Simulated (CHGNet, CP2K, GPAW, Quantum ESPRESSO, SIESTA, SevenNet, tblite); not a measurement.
## Sn(100)/C(100) interface (94 atoms): one structure in several programs

Aim: run Sn(100)/C(100) interface (94 atoms) in several programs and set results and cost side by side. A plane-wave run serves as the reference.

Main program and level: Quantum ESPRESSO 7.5; Kohn-Sham DFT, PBE, SSSP efficiency 1.3.0 pseudopotentials, plane waves.

## 1. Starting point

The cell holds 94 atoms: 16 Sn and 78 C. Cell: a = 9.094 Å, b = 9.094 Å, c = 23.441 Å, α = 90.0°, β = 90.0°, γ = 90.0°. Diamond-structure Sn(100), 2 repeat layers, 4 surface cells, strained -0.90 and -0.90 %; diamond-structure C(100), 3 layers, 13 cells, -0.00 and -0.00 %; outer planes 2.08 Å apart, 12 Å of vacuum above; not relaxed, displaced by a Gaussian of 0.02 Å. Then every atom was moved at random, 0.03 Å r.m.s. a Cartesian component. Regions: Sn, 16 atoms (16 Sn); C, 78 atoms (78 C). Vacuum lies along c.

## 2. Reference: Quantum ESPRESSO, plane waves

pw.in reads:

```
&control
  calculation = 'scf'
  pseudo_dir = './pseudo'
  outdir = './tmp'
  disk_io = 'none'
  tprnfor = .true.
/
&system
  ibrav = 0
  nat = 94
  ntyp = 2
  ecutwfc = 45
  ecutrho = 360
  nosym = .true.
  occupations = 'smearing'
  smearing = 'fd'
  degauss = 0.003675
/
&electrons
  conv_thr = 4.7e-07
  electron_maxstep = 100
  mixing_beta = 0.2
  mixing_mode = 'local-TF'
  diagonalization = 'david'
/
ATOMIC_SPECIES
Sn 118.710 Sn.upf
C 12.011 C.upf
CELL_PARAMETERS angstrom
9.09410 0.00000 0.00000
0.00000 9.09410 0.00000
0.00000 0.00000 23.44054
ATOMIC_POSITIONS crystal
Sn 0.00391 0.99521 0.25745
Sn 0.25505 0.00476 0.32296
Sn 0.24857 0.25652 0.39511
Sn 0.00633 0.25179 0.46435
Sn 0.00060 0.49689 0.25332
Sn 0.24902 0.49804 0.32691
Sn 0.25411 0.75170 0.39719
Sn 0.00287 0.75236 0.46626
Sn 0.50459 0.00458 0.25678
Sn 0.75225 0.99886 0.32625
Sn 0.75693 0.25035 0.39846
Sn 0.51138 0.25358 0.46525
[... 78 atom lines left out ...]
C 0.90123 0.46579 0.63067
C 0.98133 0.34361 0.66713
C 0.86607 0.26894 0.70725
C 0.01936 0.53825 0.74138
K_POINTS gamma
```

On the command line:

```
OMP_NUM_THREADS=1 mpirun -np 4 pw.x -in pw.in > output.txt
```

Log:

```text
Program PWSCF
     gamma-point specific algorithms are used
     one sub-group per band group will be used
     scalapack distributed-memory algorithm (size of sub-group:  2*  2 procs)
     Parallelization info
     sticks:   dense  smooth     PW     G-vecs:    dense   smooth      PW
     Min        2114    1056    261               377189   133388   16650
     Max        2116    1058    264               377194   133393   16668
     Sum        8461    4229   1049              1508767   533561   66631
     bravais-lattice index     =            0
     lattice parameter (alat)  =      17.1854  a.u.
     unit-cell volume          =   13082.2868 (a.u.)^3
     number of atoms/cell      =           94
     number of atomic types    =            2
     number of electrons       =       536.00
[... lines left out ...]
     scf convergence threshold =      4.7E-07
[... lines left out ...]
     number of k points=     1  Fermi-Dirac smearing, width (Ry)=  0.0037
[... lines left out ...]
     total energy              =   -4576.03973373 Ry
[... lines left out ...]
     total energy              =   -2976.38612932 Ry
[... lines left out ...]
     total energy              =   -4013.83414000 Ry
[... lines left out ...]
     total energy              =   -4042.83241909 Ry
[... lines left out ...]
     total energy              =   -4042.83241910 Ry
     estimated scf accuracy    <       0.00000048 Ry
     iteration # 40     ecut=    45.00 Ry     beta= 0.20
     negative rho (up, down):  1.791E-03 0.000E+00
     End of self-consistent calculation
          k = 0.0000 0.0000 0.0000 ( 33316 PWs)   bands (ev):
   -19.4620 -19.4390 -19.4193 -19.3961 -19.3855 -19.3810 -19.3700 -19.3509
   -19.3381 -19.3329 -19.3272 -19.3225 -19.3167 -19.2976 -19.2838 -19.2724
   -19.2597 -19.2552 -19.2519 -19.2371 -19.0391 -18.9831 -18.9583 -18.9511
[...]
5.6188   5.9466   5.9643   6.0389   6.3510   6.3768   6.4771   6.5572
     6.6253   6.6814   6.8432   6.8658   7.0249   7.1355   7.2403   7.2990
     7.4981   7.5236
     the Fermi energy is     2.1926 ev
!    total energy              =   -4042.83241889 Ry
     estimated scf accuracy    <       0.00000021 Ry
     smearing contrib. (-TS)   =      -0.02792115 Ry
     internal energy E=F+TS    =   -4042.80449774 Ry
     The total energy is F=E-TS. E is the sum of the following terms:
     one-electron contribution =  -19927.27564671 Ry
     hartree contribution      =   10178.92289711 Ry
     xc contribution           =   -1117.28801575 Ry
     ewald contribution        =    7303.87835153 Ry
     one-center paw contrib.   =    -481.04208390 Ry
     convergence has been achieved in  40 iterations
     negative rho (up, down):  1.791E-03 0.000E+00
     Forces acting on atoms (cartesian axes, Ry/au):
     atom    1 type  1   force =    -0.00951283   -0.00217441   -0.03824397
     atom    2 type  1   force =    -0.00114690   -0.00120655    0.04492340
     atom    3 type  1   force =     0.03455895   -0.02683472   -0.01549999
[...]
atom   93 type  2   force =    -0.01186117    0.02421017    0.05625205
     atom   94 type  2   force =     0.03288337   -0.02021974   -0.01894186
     Total force =     0.975109     Total SCF correction =     0.001116
     Message from routine punch:
     Nothing written, as per user request (disk_io='none')
```

Wall time 8.7 min (4 MPI ranks of Arm Neoverse V2, shared host); peak memory 4.3 GiB; 35 min of CPU time.

Banners, paths, timers and routine set-up lines are dropped from the logs unmarked, and long logs keep their key lines alone; longer cuts are marked.

Numbers from this run:

```
r.m.s. force component : 1.493 eV/Å
longest force          : 5.663 eV/Å
```

## 3. Local order

Normalised to the volume that the atoms fill. Pair distribution functions g(r), in bins of 0.1 Å:

| r (Å) | total | C-C | C-Sn | Sn-Sn |
| --- | --- | --- | --- | --- |
| 1.35 | 0.00 | 0.00 | 0.00 | 0.00 |
| 1.45 | 2.25 | 3.27 | 0.00 | 0.00 |
| 1.55 | 6.82 | 9.91 | 0.00 | 0.00 |
| 1.65 | 1.90 | 2.76 | 0.00 | 0.00 |
| 1.75 | 0.00 | 0.00 | 0.00 | 0.00 |
| 1.85 | 0.00 | 0.00 | 0.00 | 0.00 |
| 1.95 | 0.00 | 0.00 | 0.00 | 0.00 |
| 2.05 | 0.00 | 0.00 | 0.00 | 0.00 |
| 2.15 | 0.04 | 0.00 | 0.15 | 0.00 |
| 2.25 | 0.08 | 0.00 | 0.28 | 0.00 |
| 2.35 | 0.11 | 0.16 | 0.00 | 0.00 |
| 2.45 | 3.62 | 5.21 | 0.12 | 0.00 |
| 2.55 | 7.23 | 10.50 | 0.00 | 0.00 |
| 2.65 | 0.67 | 0.89 | 0.21 | 0.00 |
| 2.75 | 0.38 | 0.04 | 0.10 | 11.10 |
| 2.85 | 1.18 | 1.28 | 0.09 | 9.53 |
| 2.95 | 5.34 | 7.68 | 0.08 | 0.82 |
| 3.05 | 1.67 | 2.33 | 0.23 | 0.00 |
| 3.15 | 0.10 | 0.00 | 0.36 | 0.00 |
| 3.25 | 0.00 | 0.00 | 0.00 | 0.00 |
| 3.35 | 0.05 | 0.00 | 0.19 | 0.00 |
| 3.45 | 0.34 | 0.44 | 0.12 | 0.00 |
| 3.55 | 1.87 | 2.67 | 0.11 | 0.00 |
| 3.65 | 0.80 | 1.04 | 0.27 | 0.00 |
| 3.75 | 0.27 | 0.25 | 0.36 | 0.00 |
| 3.85 | 2.02 | 2.90 | 0.10 | 0.00 |
| 3.95 | 1.75 | 2.43 | 0.28 | 0.00 |
| 4.05 | 0.12 | 0.02 | 0.39 | 0.00 |
| 4.15 | 0.08 | 0.02 | 0.25 | 0.00 |
| 4.25 | 0.51 | 0.61 | 0.32 | 0.00 |
| 4.35 | 3.48 | 4.99 | 0.15 | 0.00 |
| 4.45 | 1.72 | 2.34 | 0.25 | 1.39 |
| 4.55 | 1.31 | 1.26 | 0.28 | 12.80 |
| 4.65 | 2.45 | 3.13 | 0.36 | 6.49 |
| 4.75 | 0.53 | 0.62 | 0.32 | 0.63 |
| 4.85 | 0.09 | 0.01 | 0.30 | 0.00 |
| 4.95 | 0.42 | 0.47 | 0.35 | 0.00 |
| 5.05 | 1.48 | 1.97 | 0.42 | 0.00 |
| 5.15 | 0.64 | 0.83 | 0.24 | 0.00 |
| 5.25 | 2.29 | 3.09 | 0.31 | 2.51 |
| 5.35 | 1.35 | 1.50 | 0.28 | 8.30 |
| 5.45 | 0.25 | 0.08 | 0.41 | 2.61 |
| 5.55 | 0.76 | 0.91 | 0.44 | 0.23 |
| 5.65 | 2.41 | 3.33 | 0.41 | 0.00 |

Bonds by pair of elements; cutoffs follow the first minimum of g(r), held within bounds set by covalent radii, and pairs that aren't listed don't count as bonded (cutoffs were set anew for this text, so counts can differ from the run's own analysis):

| pair A-B | cutoff (Å) | bonds | mean length (Å) | spread (Å) | shortest (Å) | B about A | A about B |
| --- | --- | --- | --- | --- | --- | --- | --- |
| C-C | 1.85 | 130 | 1.55 | 0.052 | 1.42 | 3.33 | 3.33 |
| C-Sn | 2.86 | 7 | 2.44 | 0.208 | 2.16 | 0.09 | 0.438 |
| Sn-Sn | 2.84 | 17 | 2.78 | 0.037 | 2.72 | 2.12 | 2.12 |

The cutoff for Sn-Sn falls short of the minimum of g(r), so counts run low and odd coordinations can be artefacts.

How many atoms have how many bonded neighbours:

| element | mean | 1 | 2 | 3 | 4 |
| --- | --- | --- | --- | --- | --- |
| C | 3.42 | 0 | 19 | 7 | 52 |
| Sn | 2.56 | 1 | 7 | 6 | 2 |

Rings of the network by King's shortest-path rule, up to 12 atoms, one path for each pair of neighbours; H, halogens, alkali and alkaline-earth atoms are left out, and the last column divides by all other atoms, bonded or not:

| ring size (atoms) | rings | per network atom |
| --- | --- | --- |
| 4 | 1 | 0.011 |
| 6 | 82 | 0.872 |
| 8 | 21 | 0.223 |
| 10 | 27 | 0.287 |
| 12 | 1 | 0.011 |

## 4. What was run beside it

The programs:
- CHGNet: machine-learned potential, published weights.
- CP2K 2026.2: Gaussian basis with GTH pseudopotentials and a plane-wave density; labels give functional, basis (MOLOPT sets; SR short-range, UZH the newer set with its own potentials), grid cutoff/relative cutoff and solver (OT: orbital transformation; TRS4, TC2, SIGN: linear-scaling purification with its sparsity filter), or its built-in tight binding.
- GPAW 26.7.0: PAW with atomic orbitals (LCAO), plane waves or a real-space grid of spacing h.
- SIESTA 5.4.2: numerical atomic orbitals, whose automatically made sets are far from complete, with PseudoDojo norm-conserving potentials that we converted to its format (checked against plane waves on the same files for H, C, O, Si, Ge and Ca alone); labels give functional, basis size, energy shift and mesh cutoff.
- SevenNet: machine-learned potential, published weights.
- tblite 0.8.0: extended tight binding, driven from Python.

All use the same cell and atoms; the electronic-structure runs use the same k-mesh, and an electronic temperature of 580 K (0.05 eV) where levels are smeared.

Differences are against the plane-wave reference, forces as r.m.s. over components; share is that over the reference's r.m.s. force, slope the least-squares factor from reference forces to these. Total energies of different programs have different zeros and aren't compared.

| run | Δ force, r.m.s. (meV/Å) | share (%) | slope | cores | CPU time | memory (GiB) |
| --- | --- | --- | --- | --- | --- | --- |
| reference | - | - | - | 4 | 35 min | 4.3 |
| CHGNet 0.3.0 potential | 408 | 27.3 | 0.800 | 1 | 5.7 s | 3.4 |
| CHGNet r2SCAN potential | 391 | 26.2 | 0.840 | 1 | 5.4 s | 3.5 |
| CP2K PBE, DZVP-MOLOPT-SR, 157/50 Ry, diagonalisation (coarse) | 63.2 | 4.23 | 1.025 | 2 | 6.5 min | 1.1 |
| CP2K PBE, DZVP-MOLOPT-SR, 450/50 Ry, diagonalisation | 54.4 | 3.64 | 1.026 | 4 | 9 min | 4.9 |
| CP2K PBEsol, PBE potentials, DZVP-MOLOPT-SR, 450/50 Ry, diagonalisation | 74.4 | 4.99 | 1.038 | 4 | 8.6 min | 4.8 |
| GPAW PBE, LCAO dzp, h 0.2 Å | 145 | 9.74 | 1.004 | 1 | 4.8 min | 1.3 |
| GPAW revPBE, LCAO dzp, h 0.2 Å | 183 | 12.3 | 0.998 | 1 | 5.2 min | 1.3 |
| SIESTA PBE, DZP, shift 0.005 Ry, mesh 300 Ry | 199 | 13.3 | 1.014 | 2 | 11 min | 2.0 |
| SIESTA PBE, DZP, shift 0.01 Ry, mesh 300 Ry | 175 | 11.7 | 1.020 | 2 | 7.7 min | 1.7 |
| SevenNet 0 potential | 948 | 63.5 | 0.688 | 1 | 8 s | 1.1 |
| tblite GFN1-xTB | 302 | 20.2 | 1.072 | 1 | 6.6 s | 0.12 |

Rows marked coarse were listed beforehand as settings not expected to be converged; some can still land near the reference.

Times of the machine-learned potentials are mostly Python's start and the loading of weights.

CPU time is summed over cores on a shared host, where runs went side by side, so it is rough. Symmetry, cutoffs, thresholds, outputs and thread counts weren't matched or tuned between programs; memory under MPI is the largest rank's times the ranks.

Mean charges by element (e), by run and scheme:

| run | scheme | Sn | C |
| --- | --- | --- | --- |
| CP2K PBE, DZVP-MOLOPT-SR, 450/50 Ry, diagonalisation | Mulliken | +0.06 | -0.01 |
| CP2K PBE, DZVP-MOLOPT-SR, 450/50 Ry, diagonalisation | Hirshfeld | +0.07 | -0.01 |
| CP2K PBEsol, PBE potentials, DZVP-MOLOPT-SR, 450/50 Ry, diagonalisation | Mulliken | +0.06 | -0.01 |
| CP2K PBEsol, PBE potentials, DZVP-MOLOPT-SR, 450/50 Ry, diagonalisation | Hirshfeld | +0.06 | -0.01 |
| SIESTA PBE, DZP, shift 0.005 Ry, mesh 300 Ry | Hirshfeld | +0.06 | -0.01 |
| SIESTA PBE, DZP, shift 0.01 Ry, mesh 300 Ry | Hirshfeld | +0.06 | -0.01 |
| tblite GFN1-xTB | Mulliken | +0.06 | -0.01 |

Within one program, basis, potentials and functional, energies share a zero. Each run against its twin at the usual cutoff or grid and solver:

| run | twin | Δ energy (meV/atom) | Δ force, r.m.s. (meV/Å) | CPU time over the twin's |
| --- | --- | --- | --- | --- |
| CP2K PBE, DZVP-MOLOPT-SR, 157/50 Ry, diagonalisation | DZVP-MOLOPT-SR, 450/50 Ry, diagonalisation | -0.501 | 30.7 | 0.73 (this twin ran on 4 cores) |

A second geometry, displaced anew (every atom was moved at random, 0.08 Å r.m.s. a Cartesian component), gives an energy difference that all programs can be tested on. The reference puts it at 227.9 meV/atom.

| run | energy less the first geometry's (meV/atom) | error (meV/atom) | force share at the second geometry (%) |
| --- | --- | --- | --- |
| SevenNet 0 potential | 224.7 | -3.18 | 28.4 |
| CHGNet 0.3.0 potential | 183.5 | -44.4 | 20.8 |
| GPAW PBE, LCAO dzp, h 0.2 Å | 240.4 | 12.5 | 7.95 |
| SIESTA PBE, DZP, shift 0.01 Ry, mesh 300 Ry | 245.5 | 17.6 | 11.7 |
| tblite GFN1-xTB | 237.6 | 9.74 | 13.0 |
| CP2K PBE, DZVP-MOLOPT-SR, 450/50 Ry, diagonalisation | 232.3 | 4.40 | 2.73 |
| CHGNet r2SCAN potential | 196.7 | -31.2 | 19.1 |
| CP2K PBEsol, PBE potentials, DZVP-MOLOPT-SR, 450/50 Ry, diagonalisation | 232.7 | 4.76 | 3.75 |
| SIESTA PBE, DZP, shift 0.005 Ry, mesh 300 Ry | 247.1 | 19.2 | 12.6 |
| GPAW revPBE, LCAO dzp, h 0.2 Å | 241.9 | 14.0 | 9.25 |
| CP2K PBE, DZVP-MOLOPT-SR, 157/50 Ry, diagonalisation | 232.2 | 4.27 | 2.94 |

## 5. What came out

| Item | Value |
| --- | --- |
| reference r.m.s. force component | 1.49 eV/Å |
| nearest in forces | CP2K PBE, DZVP-MOLOPT-SR, 450/50 Ry, diagonalisation, 3.6 % |
| farthest in forces | SevenNet 0 potential, 63 % |
| cheapest electronic-structure run beside the reference | tblite GFN1-xTB, 6.6 s of CPU time |

The PBE runs in local orbitals, coarse settings apart, differ by 3.6 % (CP2K PBE, DZVP-MOLOPT-SR, 450/50 Ry, diagonalisation) to 13 % (SIESTA PBE, DZP, shift 0.005 Ry, mesh 300 Ry); basis, grid and potentials can all enter. Tight binding differs by 20 % (tblite GFN1-xTB); it is another model, with fitted parameters of its own, and the xTB methods hold dispersion. Machine-learned potentials differ by 26 % (CHGNet r2SCAN potential) to 63 % (SevenNet 0 potential); they were trained on other programs' data, some at another functional. Among those trained on PBE data the slope goes as low as 0.69, with a correlation of 0.78, so directions differ as well as sizes. Rows with another functional or a dispersion term differ by 5.0 % (CP2K PBEsol, PBE potentials, DZVP-MOLOPT-SR, 450/50 Ry, diagonalisation) to 12 % (GPAW revPBE, LCAO dzp, h 0.2 Å), which mixes the change of model with differences of basis and potentials, some of them made for another functional. tblite GFN1-xTB needed 103 SCF steps, so its time overstates the method's usual cost. Runs with settings chosen to be coarse differ by 4.2 % (CP2K PBE, DZVP-MOLOPT-SR, 157/50 Ry, diagonalisation), their programs' other errors included. Of the electronic-structure runs that take under half the reference's CPU time, CP2K PBE, DZVP-MOLOPT-SR, 450/50 Ry, diagonalisation comes nearest, at 3.6 % in 9 min against 35 min. The mean charges agree among these rows within 0.01 e. The energy difference between the two geometries, 228 meV/atom in the reference, is met best by SevenNet 0 potential (-3.18) and worst by CHGNet 0.3.0 potential (-44.4). In the reference: levels near the Fermi energy are neither full nor empty under the smearing, so no gap is quoted. In the reference: rings of 6 atoms are the most common (62 % of those counted); sizes run from 4 to 12, where the search stops. Periodic xTB results under one method name differ between programs and library versions. The potentials hold different valence shells: 536 electrons in the reference, 376 in CP2K with DZVP-MOLOPT-SR; this bears on time and differences. Machine-learned potentials mimic data converged in k, so the reference's own k-point error enters their differences. The host structure and its lattice constant were typed by rule, without a check against the phase diagram. The electronic-structure runs sample only Γ, in a cell whose shortest periodic width is 9 Å, which is coarse for a cell with partly filled levels.

[Also dropped from logs without a mark: logging warnings of Python, and SIESTA's first energy breakdown and zero terms.]

[Logs are printed without paths, hosts, clocks, repeated set-up lines and the standing remarks that a program may print on its own settings, such as how far it seeks lower states.]

[Hosts, paths, dates, database ids (printed as entryN), source tags and the programs' standing remarks are cut or masked in the printed files.]
